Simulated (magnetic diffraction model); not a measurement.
# Which magnetic order? Er₃BePS₇

Space group P6_3 (no. 173), a = 9.9500 Å, c = 6.0620 Å.

```csv
site,atom,x,y,z
6c,Er,0.4008,0.2686,0.7511
2b,S,2/3,1/3,0.4997
6c,S,0.5186,0.1151,0.0332
6c,S,0.2591,0.1645,0.2864
2a,P,0,0,0.4978
2b,Be,2/3,1/3,0.1567
```

This is a made-up structure (elements placed in a structure type, unrelaxed), so the numbers test the method and describe no known phase.

Only Er is taken to order (form factors of Er3+); orders and moment sizes are assumed, and not adapted to the symmetry. Radiation: neutrons of λ = 2.36 Å, 5° to 50°; isotropic B of 0.47 Å² (Er), 0.81 Å² (S), 0.67 Å² (P) and 1.02 Å² (Be). Simulated constant-wavelength pattern: nuclear and magnetic terms add, the magnetic one as |2.695 fm × Σ f S⊥ exp(2πi Q·r) exp(−B s²)|², summed over all Q at one angle with the factor 1/(sin²θ cos θ). For collinear order S is the moment m, which repeats by lattice and centring translations R with the sign exp(−2πi k·R). Free-ion form factors, Sears's scattering lengths of 1992, no absorption; a label names one of the reflections at its angle. The strongest nuclear line in the range is 100, and lines under 0.2 are left out.

Above the ordering temperature:

| 2θ (°) | index | I |
| --- | --- | --- |
| 15.74 | (1 0 0) | 3.0 |
| 27.44 | (1 1 0) | 24.7 |
| 27.54 | (1 0 1) | 20.8 |
| 31.79 | (2 0 0) | 7.9 |
| 35.74 | (1 1 1) | 48.0 |
| 39.27 | (2 0 1) | 84.0 |
| 42.48 | (2 1 0) | 56.3 |
| 45.82 | (0 0 2) | 20.2 |
| 48.51 | (3 0 0) | 9.1 |
| 48.57 | (2 1 1) | 100.0 |
| 48.75 | (1 0 2) | 12.5 |

Below it (cell unchanged):

| 2θ (°) | I |
| --- | --- |
| 13.67 | 34.8 |
| 15.74 | 3.0 |
| 17.65 | 230.3 |
| 23.73 | 68.7 |
| 26.28 | 81.7 |
| 27.44 | 24.7 |
| 27.54 | 20.8 |
| 30.78 | 37.1 |
| 31.79 | 7.9 |
| 34.90 | 5.5 |
| 35.74 | 48.0 |
| 36.59 | 99.2 |
| 36.74 | 82.1 |
| 38.36 | 12.7 |
| 39.27 | 84.0 |
| 40.19 | 38.5 |
| 41.70 | 32.5 |
| 41.83 | 35.5 |
| 42.48 | 56.3 |
| 43.29 | 0.5 |
| 44.96 | 38.1 |
| 45.82 | 20.2 |
| 46.34 | 31.4 |
| 48.51 | 9.1 |
| 48.57 | 100.0 |
| 48.75 | 12.5 |
| 49.36 | 54.0 |

**Question.** Check that the new lines index with k = (1/2 1/2 1/2), then choose among these models:
A. collinear moments along [120], 5.1 μB on Er; signs + at (0.4008, 0.2686, 0.7511), + at (0.7314, 0.1322, 0.7511), + at (0.8678, 0.5992, 0.7511), + at (0.5992, 0.7314, 0.2511), + at (0.2686, 0.8678, 0.2511), + at (0.1322, 0.4008, 0.2511)
B. collinear moments along [100], 5.1 μB on Er; signs + at (0.4008, 0.2686, 0.7511), + at (0.7314, 0.1322, 0.7511), − at (0.8678, 0.5992, 0.7511), − at (0.5992, 0.7314, 0.2511), − at (0.2686, 0.8678, 0.2511), + at (0.1322, 0.4008, 0.2511)
C. collinear moments along [100], 5.1 μB on Er; signs + at (0.4008, 0.2686, 0.7511), + at (0.7314, 0.1322, 0.7511), + at (0.8678, 0.5992, 0.7511), + at (0.5992, 0.7314, 0.2511), + at (0.2686, 0.8678, 0.2511), + at (0.1322, 0.4008, 0.2511)
D. collinear moments along [120], 5.1 μB on Er; signs + at (0.4008, 0.2686, 0.7511), + at (0.7314, 0.1322, 0.7511), − at (0.8678, 0.5992, 0.7511), − at (0.5992, 0.7314, 0.2511), − at (0.2686, 0.8678, 0.2511), + at (0.1322, 0.4008, 0.2511)

The new lines index as (1/2 -1/2 1/2) at 13.67°, (1/2 1/2 1/2) at 17.65°, (3/2 -1/2 1/2) at 23.73° and (3/2 -3/2 1/2) at 26.28°, that is as H ± k with k = (1/2 1/2 1/2), one of 3 inequivalent arms of its star (k and −k counted as one), which a powder can't tell apart. Half indices mean that the moments reverse under translations with k·R a half-integer, and the magnetic cell has twice the primitive volume.

Magnetic intensity, observed (below minus above) and for each model:

| 2θ (°) | index | observed | A | B | C | D |
| --- | --- | --- | --- | --- | --- | --- |
| 13.67 | (1/2 -1/2 1/2) | 34.8 | 563.5 | 28.5 | 461.9 | 34.8 |
| 17.65 | (1/2 1/2 1/2) | 230.3 | 80.0 | 355.0 | 123.3 | 230.3 |
| 23.73 | (3/2 -1/2 1/2) | 68.7 | 39.1 | 104.7 | 13.7 | 68.7 |
| 26.28 | (3/2 -3/2 1/2) | 81.7 | 20.3 | 39.8 | 9.9 | 81.7 |
| 30.78 | (3/2 1/2 1/2) | 37.1 | 25.2 | 109.5 | 97.5 | 37.1 |
| 34.90 | (1/2 -1/2 3/2) | 5.5 | 88.6 | 5.3 | 86.2 | 5.5 |
| 36.59 | (5/2 -3/2 1/2) | 99.2 | 78.0 | 16.7 | 71.5 | 99.2 |
| 38.36 | (5/2 -1/2 1/2) | 12.7 | 90.8 | 14.6 | 29.6 | 12.7 |

Model D matches.

The structure used: k = (1/2 1/2 1/2), collinear moments along [120], 5.1 μB on Er; signs + at (0.4008, 0.2686, 0.7511), + at (0.7314, 0.1322, 0.7511), − at (0.8678, 0.5992, 0.7511), − at (0.5992, 0.7314, 0.2511), − at (0.2686, 0.8678, 0.2511), + at (0.1322, 0.4008, 0.2511).

[Logs are printed without paths, hosts, clocks, repeated set-up lines and the standing remarks that a program may print on its own settings, such as how far it seeks lower states.]
